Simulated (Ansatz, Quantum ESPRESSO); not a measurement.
# Al3W (Pm-3m): zone-centre phonons

Aim: the zone-centre modes of Al3W (Pm-3m).

Calculated with Quantum ESPRESSO 7.5; DFT PBE, scalar-relativistic, plane waves, PseudoDojo norm-conserving pseudopotentials.

The structure was built from a prototype and need not be the compound's stable phase.

### Step 1. Starting point

The structure is cubic, space group Pm-3m (No. 221). The conventional cell has a = 3.972 Å, b = 3.972 Å, c = 3.972 Å, α = 90.00°, β = 90.00°, γ = 90.00°. Nearest to W lie 12 Al at 2.81 Å. Al has 4 W at 2.81 Å and 8 Al at 2.81 Å nearest. Farther neighbours are not listed.

### Step 2. A probe with smearing

A cheap run with smearing and empty bands tells whether the crystal has a gap, which decides between fixed occupations and smearing later on.

The input, probe.in:

```
 &control
    calculation='scf',
    prefix='x',
    outdir='./tmp',
    pseudo_dir='./pseudo',
    tprnfor=.true.,
    tstress=.true.,
    verbosity='high',
 /
 &system
    ibrav=1,
    celldm(1)=7.50689495,
    nat=4,
    ntyp=2,
    ecutwfc=62.0,
    occupations='smearing',
    smearing='gaussian',
    degauss=0.01,
 /
 &electrons
    conv_thr=1.0d-07,
    mixing_beta=0.7,
    electron_maxstep=100,
 /
ATOMIC_SPECIES
 W     183.8400  W.upf
 Al     26.9815  Al.upf
ATOMIC_POSITIONS crystal
 W      0.000000000   0.000000000   0.000000000
 Al     0.000000000   0.500000000   0.500000000
 Al     0.500000000   0.000000000   0.500000000
 Al     0.500000000   0.500000000   0.000000000
K_POINTS automatic
 4 4 4 0 0 0
```

Started as:

```sh
> OMP_NUM_THREADS=1 mpirun -n 4 pw.x -nk 4 -in probe.in > probe.out
```

What it wrote:

```text
[banners, grids, parts of the stress and lines that vanish by symmetry left out]
Program PWSCF v.7.5
     bravais-lattice index     =            1
     lattice parameter (alat)  =       7.5069  a.u.
[...]
kinetic-energy cutoff     =      62.0000  Ry
     charge density cutoff     =     248.0000  Ry
     scf convergence threshold =      1.0E-07
[...]
Exchange-correlation= PBE
                           (   1   4   3   4   0   0   0)
[...]
48 Sym. Ops., with inversion, found
[...]
(     0          1          0      )
                  (     0          0          1      )
[...]
(  0.0000000  1.0000000  0.0000000 )
                  (  0.0000000  0.0000000  1.0000000 )
[...]
(     0         -1          0      )
                  (     0          0          1      )
[...]
(     1          0          0      )
[...]
( -1.0000000  0.0000000  0.0000000 )
                  (  0.0000000  1.0000000  0.0000000 )
[...]
number of k points=    10  Gaussian smearing, width (Ry)=  0.0100
[...]
End of self-consistent calculation
[...]
the Fermi energy is    12.0991 ev
!    total energy              =    -165.59671932 Ry
[...]
convergence has been achieved in   8 iterations
[...]
atom    1 type  1   force =     0.00000000    0.00000000    0.00000000
     atom    2 type  2   force =     0.00000000    0.00000000    0.00000000
     atom    3 type  2   force =     0.00000000    0.00000000    0.00000000
     atom    4 type  2   force =     0.00000000    0.00000000    0.00000000
[...]
Total force =     0.000000     Total SCF correction =     0.000000
[...]
total   stress  (Ry/bohr**3)                   (kbar)     P=      -34.51
[...]
XML data file, charge density, pseudopotentials, collected wavefunctions

   JOB DONE.
```

Wall time 3.2 s (4 MPI ranks of Arm Neoverse V2, shared host); 13 s of CPU time.

Numbers from this step:

```
volume per atom   : 15.67 Å³
pressure          : -3.451 GPa
gap on the k-mesh : 0 eV
```

No gap opens on this mesh, so smearing is kept; the start stands at -3.5 GPa.

### Step 3. Relaxing the cell and atoms

Frequencies change by per cents with a per cent of volume, so the structure is first brought to rest at this level of theory.

The input, relax.in:

```
 &control
    calculation='vc-relax',
    prefix='x',
    outdir='./tmp',
    pseudo_dir='./pseudo',
    tprnfor=.true.,
    tstress=.true.,
    forc_conv_thr=2.0d-05,
    etot_conv_thr=1.0d-07,
    nstep=40,
 /
 &system
    ibrav=1,
    celldm(1)=7.50689495,
    nat=4,
    ntyp=2,
    ecutwfc=62.0,
    occupations='smearing',
    smearing='mv',
    degauss=0.02,
 /
 &electrons
    conv_thr=1.0d-11,
    mixing_beta=0.7,
    electron_maxstep=100,
 /
 &ions
 /
 &cell
    press_conv_thr=0.2,
 /
ATOMIC_SPECIES
 W     183.8400  W.upf
 Al     26.9815  Al.upf
ATOMIC_POSITIONS crystal
 W      0.000000000   0.000000000   0.000000000
 Al     0.000000000   0.500000000   0.500000000
 Al     0.500000000   0.000000000   0.500000000
 Al     0.500000000   0.500000000   0.000000000
K_POINTS automatic
 8 8 8 0 0 0
```

Started as:

```sh
> OMP_NUM_THREADS=1 mpirun -n 4 pw.x -nk 4 -in relax.in > relax.out
```

What it wrote:

```text
[banners, grids, parts of the stress and lines that vanish by symmetry left out]
[banner, memory and clock lines left out]
Program PWSCF v.7.5

[...]
kinetic-energy cutoff     =      62.0000  Ry
     charge density cutoff     =     248.0000  Ry
     scf convergence threshold =      1.0E-11
[...]
energy convergence thresh.=      1.0E-07
     force convergence thresh. =      2.0E-05
     press convergence thresh. =      2.0E-01
     Exchange-correlation= PBE
                           (   1   4   3   4   0   0   0)
[...]
48 Sym. Ops., with inversion, found
[...]
number of k points=    35  Marzari-Vanderbilt smearing, width (Ry)=  0.0200
[...]
End of self-consistent calculation
[...]
the Fermi energy is    12.0943 ev
!    total energy              =    -165.59180618 Ry
[...]
convergence has been achieved in  12 iterations
[...]
atom    1 type  1   force =     0.00000000    0.00000000    0.00000000
     atom    2 type  2   force =     0.00000000    0.00000000    0.00000000
     atom    3 type  2   force =     0.00000000    0.00000000    0.00000000
     atom    4 type  2   force =     0.00000000    0.00000000    0.00000000
     Total force =     0.000000     Total SCF correction =     0.000000
[...]
total   stress  (Ry/bohr**3)                   (kbar)     P=      -33.23
[...]
number of bfgs steps    =   0
[...]
CELL_PARAMETERS (alat=  7.50689495)
[...]
ATOMIC_POSITIONS (crystal)
W                0.0000000000        0.0000000000        0.0000000000
Al               0.0000000000        0.5000000000        0.5000000000
Al               0.5000000000        0.0000000000        0.5000000000
Al               0.5000000000        0.5000000000        0.0000000000
[...]
New effective cutoffs (rho, wfc):  250.82   62.70
[...]
End of self-consistent calculation
[...]
the Fermi energy is    12.3441 ev
!    total energy              =    -165.59287987 Ry
[...]
convergence has been achieved in   6 iterations
[...]
atom    1 type  1   force =     0.00000000    0.00000000    0.00000000
     atom    2 type  2   force =     0.00000000    0.00000000    0.00000000
     atom    3 type  2   force =     0.00000000    0.00000000    0.00000000
     atom    4 type  2   force =     0.00000000    0.00000000    0.00000000
     Total force =     0.000000     Total SCF correction =     0.000000
[...]
total   stress  (Ry/bohr**3)                   (kbar)     P=      -10.76
[...]
number of bfgs steps    =   1
[...]
CELL_PARAMETERS (alat=  7.50689495)
[...]
ATOMIC_POSITIONS (crystal)
[...]
New effective cutoffs (rho, wfc):  252.17   63.04
[...]
End of self-consistent calculation
[...]
the Fermi energy is    12.4633 ev
!    total energy              =    -165.59299756 Ry
[...]
convergence has been achieved in   8 iterations
[...]
atom    1 type  1   force =     0.00000000    0.00000000    0.00000000
     atom    2 type  2   force =     0.00000000    0.00000000    0.00000000
     atom    3 type  2   force =     0.00000000    0.00000000    0.00000000
     atom    4 type  2   force =     0.00000000    0.00000000    0.00000000
     Total force =     0.000000     Total SCF correction =     0.000000
[...]
total   stress  (Ry/bohr**3)                   (kbar)     P=        0.42
[...]
number of bfgs steps    =   2
[...]
CELL_PARAMETERS (alat=  7.50689495)
[...]
ATOMIC_POSITIONS (crystal)
[...]
New effective cutoffs (rho, wfc):  252.12   63.03
[...]
End of self-consistent calculation
[...]
the Fermi energy is    12.4588 ev
!    total energy              =    -165.59299774 Ry
[...]
convergence has been achieved in   6 iterations
[...]
atom    1 type  1   force =     0.00000000    0.00000000    0.00000000
     atom    2 type  2   force =     0.00000000    0.00000000    0.00000000
     atom    3 type  2   force =     0.00000000    0.00000000    0.00000000
     atom    4 type  2   force =     0.00000000    0.00000000    0.00000000
     Total force =     0.000000     Total SCF correction =     0.000000
[...]
total   stress  (Ry/bohr**3)                   (kbar)     P=       -0.00
[...]
number of bfgs steps    =   3
[...]
small trust_radius: resetting bfgs history
[...]
CELL_PARAMETERS (alat=  7.50689495)
[...]
ATOMIC_POSITIONS (crystal)
[...]
New effective cutoffs (rho, wfc):  252.12   63.03
[...]
End of self-consistent calculation
[...]
the Fermi energy is    12.4589 ev
!    total energy              =    -165.59299774 Ry
[...]
convergence has been achieved in   4 iterations
[...]
atom    1 type  1   force =     0.00000000    0.00000000    0.00000000
     atom    2 type  2   force =     0.00000000    0.00000000    0.00000000
     atom    3 type  2   force =     0.00000000    0.00000000    0.00000000
     atom    4 type  2   force =     0.00000000    0.00000000    0.00000000
     Total force =     0.000000     Total SCF correction =     0.000000
[...]
total   stress  (Ry/bohr**3)                   (kbar)     P=       -0.00
[...]
bfgs converged in   5 scf cycles and   4 bfgs steps
[...]
End of BFGS Geometry Optimization
     Final enthalpy           =    -165.5929977373 Ry
     File ./tmp/x.bfgs deleted, as requested
[...]
CELL_PARAMETERS (alat=  7.50689495)
[...]
ATOMIC_POSITIONS (crystal)
[...]
Al               0.5000000000        0.0000000000        0.5000000000
Al               0.5000000000        0.5000000000        0.0000000000
[...]
Final scf calculation at the relaxed structure.
[...]
kinetic-energy cutoff     =      62.0000  Ry
     charge density cutoff     =     248.0000  Ry
     scf convergence threshold =      1.0E-13
[...]
press convergence thresh. =      2.0E-01
     Exchange-correlation= PBE
                           (   1   4   3   4   0   0   0)
[...]
48 Sym. Ops., with inversion, found
[...]
number of k points=    35  Marzari-Vanderbilt smearing, width (Ry)=  0.0200
[...]
c_bands:  2 eigenvalues not converged
     c_bands:  1 eigenvalues not converged
     c_bands:  1 eigenvalues not converged
[...]
End of self-consistent calculation
[...]
the Fermi energy is    12.4589 ev
!    total energy              =    -165.59295989 Ry
[...]
convergence has been achieved in  15 iterations
[...]
atom    1 type  1   force =     0.00000000    0.00000000    0.00000000
     atom    2 type  2   force =     0.00000000    0.00000000    0.00000000
     atom    3 type  2   force =     0.00000000    0.00000000    0.00000000
     atom    4 type  2   force =     0.00000000    0.00000000    0.00000000
     Total force =     0.000000     Total SCF correction =     0.000000
[...]
total   stress  (Ry/bohr**3)                   (kbar)     P=       -0.18
[...]
XML data file, charge density, pseudopotentials, collected wavefunctions
```

Wall time 41 s (4 MPI ranks).

Step by step:

```
step  energy less that of the first step (eV)  largest force (eV/Å)  pressure (GPa)  volume (Å³)
   1                                   0.0000                0.0000           -3.32        62.69
   2                                  -0.0146                0.0000           -1.08        61.63
   3                                  -0.0162                0.0000            0.04        61.14
   4                                  -0.0162                0.0000            0.00        61.16
   5                                  -0.0162                0.0000            0.00        61.16
   6                                  -0.0157                0.0000           -0.02        61.16
```

```
conventional cell, symmetrised  before  after  change
                         a (Å)   3.972  3.940  -0.8 %
                         b (Å)   3.972  3.940  -0.8 %
                         c (Å)   3.972  3.940  -0.8 %
              volume (Å³/atom)   15.67  15.29  -2.4 %
```

Final coordinates:

```
CELL_PARAMETERS angstrom
3.93988 0.00000 0.00000
0.00000 3.93988 0.00000
0.00000 0.00000 3.93988
ATOMIC_POSITIONS crystal
W 0.00000 0.00000 0.00000
Al 0.00000 0.50000 0.50000
Al 0.50000 0.00000 0.50000
Al 0.50000 0.50000 0.00000
```

The last row of the table of steps is pw.x's closing run on a basis chosen anew for the final cell, so its energy can jump.

This step gave:

```yaml
volume_per_atom: 15.29 Å³
pressure: -0.018 GPa
```

The volume changes by -2.4 % from the cell with which this run began.

### Step 4. Ground state

Perturbation theory inherits every error of the wavefunctions, so the threshold is set near the limit of the arithmetic. Smearing stays on, as the first look found no gap above 0.3 eV.

The input, scf.in:

```
 &control
    calculation='scf',
    prefix='x',
    outdir='./tmp',
    pseudo_dir='./pseudo',
    tprnfor=.true.,
    tstress=.true.,
 /
 &system
    ibrav=1,
    celldm(1)=7.44528729,
    nat=4,
    ntyp=2,
    ecutwfc=62.0,
    occupations='smearing',
    smearing='mv',
    degauss=0.02,
 /
 &electrons
    conv_thr=1.0d-12,
    mixing_beta=0.7,
    electron_maxstep=100,
 /
ATOMIC_SPECIES
 W     183.8400  W.upf
 Al     26.9815  Al.upf
ATOMIC_POSITIONS crystal
 W      0.000000000   0.000000000   0.000000000
 Al     0.000000000   0.500000000   0.500000000
 Al     0.500000000   0.000000000   0.500000000
 Al     0.500000000   0.500000000   0.000000000
K_POINTS automatic
 8 8 8 0 0 0
```

Started as:

```sh
> OMP_NUM_THREADS=1 mpirun -n 4 pw.x -nk 4 -in scf.in > scf.out
```

What it wrote:

```text
[banners, grids, parts of the stress and lines that vanish by symmetry left out]
[banner, memory and clock lines left out]
Program PWSCF v.7.5

[...]
kinetic-energy cutoff     =      62.0000  Ry
     charge density cutoff     =     248.0000  Ry
     scf convergence threshold =      1.0E-12
[...]
Exchange-correlation= PBE
                           (   1   4   3   4   0   0   0)
[...]
48 Sym. Ops., with inversion, found
[...]
number of k points=    35  Marzari-Vanderbilt smearing, width (Ry)=  0.0200
[...]
End of self-consistent calculation
[...]
the Fermi energy is    12.4589 ev
!    total energy              =    -165.59295989 Ry
[...]
convergence has been achieved in  13 iterations
[...]
atom    1 type  1   force =     0.00000000    0.00000000    0.00000000
     atom    2 type  2   force =     0.00000000    0.00000000    0.00000000
     atom    3 type  2   force =     0.00000000    0.00000000    0.00000000
     atom    4 type  2   force =     0.00000000    0.00000000    0.00000000
     Total force =     0.000000     Total SCF correction =     0.000000
[...]
total   stress  (Ry/bohr**3)                   (kbar)     P=       -0.17
[...]
XML data file, charge density, pseudopotentials, collected wavefunctions
```

It took 11 s on 4 MPI ranks; 44 s of CPU time.

Numbers from this step:

```
pressure : -0.017 GPa
```

The cell stands at -0.017 GPa, close enough for phonons.

(Continued in part 2 of 3.)

[Host names and launcher messages were left out of these logs when they were recorded.]

[Logs are printed without paths, hosts, clocks, repeated set-up lines and the standing remarks that a program may print on its own settings, such as how far it seeks lower states.]

[Hosts, paths, dates, database ids (printed as entryN), source tags and the programs' standing remarks are cut or masked in the printed files.]
